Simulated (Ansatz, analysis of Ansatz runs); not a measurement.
# CsLiBr2 (P4/nmm), nudged elastic band: Zn_i hop between interstitial places (q = +2), part 2 of 4

Wanted: path and barrier of a jump of Zn in CsLiBr2 (P4/nmm) at charge +2. The case: Zn_i hop between interstitial places, in a cell of 32 host atoms with 1 Zn put in.

Ansatz 0.2.0; plane-wave PAW DFT, PBEsol; nudged elastic band between two relaxed defect structures at fixed charge in a uniform background.

So far: The starting structure; Relaxation of the start point, charge +2.

## 3. Relaxation of the end point, charge +2

Level of this step: plane-wave PAW DFT, PBEsol; relaxation of all atoms of a defect supercell at fixed charge in a uniform background (Ansatz).

The end point is relaxed in the same cell and settings, so that the two energies compare.

The input, qp2.end/input.yaml:

```yaml
crystal:
  lattice:
    - [-5.10743539, 5.10743539, 9.811082]
    - [5.10743539, -5.10743539, 9.811082]
    - [5.10743539, 5.10743539, -9.811082]
  atoms:
    - { symbol: Cs, position: [0.39975685, 0.14975685, 0.25] }
    - { symbol: Cs, position: [0.39975685, 0.64975685, 0.75] }
    - { symbol: Cs, position: [0.89975685, 0.14975685, 0.75] }
[... 1 atom line left out ...]
    - { symbol: Cs, position: [0.35024315, 0.10024315, 0.75] }
    - { symbol: Cs, position: [0.35024315, 0.60024315, 0.25] }
[... 6 atom lines left out ...]
    - { symbol: Li, position: [0.20805731, 0.45805731, 0.75] }
[... 3 atom lines left out ...]
    - { symbol: Br, position: [0.08191716, 0.33191716, 0.75] }
    - { symbol: Br, position: [0.08191716, 0.83191716, 0.25] }
    - { symbol: Br, position: [0.58191716, 0.33191716, 0.25] }
[... 1 atom line left out ...]
    - { symbol: Br, position: [0.16808284, 0.41808284, 0.25] }
    - { symbol: Br, position: [0.16808284, 0.91808284, 0.75] }
[... 1 atom line left out ...]
    - { symbol: Br, position: [0.66808284, 0.91808284, 0.25] }
[... 8 atom lines left out ...]
    - { symbol: Zn, position: [0.0293, 0.0085, -0.4792] }
total_charge: 2
basis:
  ecutwfc: 420
  xc_grid: 2
hamiltonian:
  xc: pbesol
kpoints:
  mp_grid: { grid: [1, 1, 1], shift: [0.25, 0.25, 0.25] }
scf:
  occupations: { method: fermi_dirac, width: 0.01 }
  max_iter: 100
output:
  forces: true
relax:
  f_tol: 0.02
  max_steps: 70
  random_displacement: { amplitude: 0.03, seed: 5249 }
```

On the command line:

```sh
$ ansatz run input.yaml --threads 4 --pin off --max-ram 7536MiB --backend cpu --events-out ev --progress --plain --runs-dir out
```

Numbers of over 12 decimals in the logs are rounded to 6 here.

The log of the run:

```text
[...]
Crystal: 33 atoms, lattice volume = 1023.723 Å³
Basis set: ecut = 420 eV, 20049 PW (Γ), exchange–correlation on 180×180×180 points (8 copies of the dense FFT grid, shifted against one another)
Bands: 142, of which v1, the nominal top of the filled ones, is band 109 counted from 1 (108 counted from 0)
Symmetry: 1 space group operations
k-points: 1
[...]
SCF iter   1: F=—  HF=-93434.693733 eV  |F-HF|=—  |Δ(HF+E_count)|=         —  Δρ=1.34e-2  dr2=4.67e0  ethr=1.77e-3  ⟨swp⟩=11.0  Hψ=757  notcnv=0  defer=4
[...]
SCF iter  14: F=-93432.967481 eV  HF=-93432.967485 eV  |F-HF|=4.00e-6  |Δ(HF+E_count)|=   6.45e-5  Δρ=1.27e-5  dr2=4.61e-6  ethr=4.59e-9  ⟨swp⟩=3.0  Hψ=502  notcnv=0
SCF 1 converged in 14 iterations: F = -93432.967481 eV  dr2 = 4.61e-6
[...]
- { symbol: Li, position: [0.536625, 0.293137, 0.743561] }
    - { symbol: Li, position: [0.547076, 0.788649, 0.258707] }
    - { symbol: Li, position: [0.212993, 0.455068, 0.743088] }
    - { symbol: Li, position: [0.213090, 0.969984, 0.257969] }
    - { symbol: Li, position: [0.707270, 0.464008, 0.257619] }
    - { symbol: Li, position: [0.707353, 0.949633, 0.743333] }
    - { symbol: Br, position: [0.068962, 0.267531, 0.699250] }
    - { symbol: Br, position: [0.068960, 0.869755, 0.301548] }
    - { symbol: Br, position: [0.581473, 0.339502, 0.258126] }
    - { symbol: Br, position: [0.581514, 0.823398, 0.741976] }
    - { symbol: Br, position: [0.177621, 0.418747, 0.259175] }
    - { symbol: Br, position: [0.131267, 0.931740, 0.699776] }
    - { symbol: Br, position: [0.661451, 0.418923, 0.742890] }
    - { symbol: Br, position: [0.733390, 0.931556, 0.302060] }
[...]
- { symbol: Br, position: [0.250576, 0.249872, 0.500712] }
    - { symbol: Br, position: [0.252306, 0.751736, 0.000642] }
    - { symbol: Br, position: [0.750669, 0.250167, 0.000900] }
    - { symbol: Br, position: [0.751066, 0.750261, 0.500745] }
    - { symbol: Zn, position: [0.000830, 0.000135, -0.499200] }
[key lines of the parts left out:]
SCF converged after 7 iterations
Free energy (F): -93436.363789 eV
Fermi energy:    4.338184 eV
```

It took 26 s on 4 threads of Intel Xeon 6975P-C (Granite Rapids), shared host; peak memory 1.5 GiB.

The steps of the relaxation:

```csv
step,energy less that of the first step (eV),largest force component (eV/Å)
1,0.0000,1.1193
2,-1.5771,1.1704
3,-2.6303,0.8497
4,-3.2480,0.4514
5,-3.3503,0.4438
6,-3.3192,0.2006
7,-3.3939,0.0278
8,-3.3963,0.0124
```

Relaxation step 6 was tried and not accepted.

The atoms that moved most (Å, from the sites as typed, ahead of the random displacement, the mean shift of all atoms taken out):

```csv
atom,dx,dy,dz,length
Br24,0.000,0.531,0.265,0.594
Br17,-0.523,0.004,-0.258,0.583
Br18,0.522,0.004,-0.259,0.583
Br22,0.001,-0.514,0.268,0.580
Cs5,-0.001,0.314,0.248,0.400
Cs3,0.311,0.010,-0.239,0.392
Cs4,-0.309,0.011,-0.240,0.391
Cs7,-0.001,-0.306,0.242,0.391
```

Neighbours of Zn33 at the end:

```csv
atom,distance (Å)
Br22,2.436
Br18,2.436
Br17,2.436
Br24,2.437
Cs5,3.614
Cs4,3.617
Cs7,3.618
Cs3,3.618
```

Numbers from this step:

- free energy: -93436.3638 eV
- largest move from the ideal geometry of this structure, a common shift of the far atoms taken out: 0.5858 Å

The relaxation gained 3.396 eV and ended with a largest force component of 0.012 eV/Å. The end lies within 1 meV of the start.

(Continued in part 3 of 4.)

[Logs are printed without paths, hosts, clocks, repeated set-up lines and the standing remarks that a program may print on its own settings, such as how far it seeks lower states.]

[Hosts, paths, dates, database ids (printed as entryN), source tags and the programs' standing remarks are cut or masked in the printed files.]
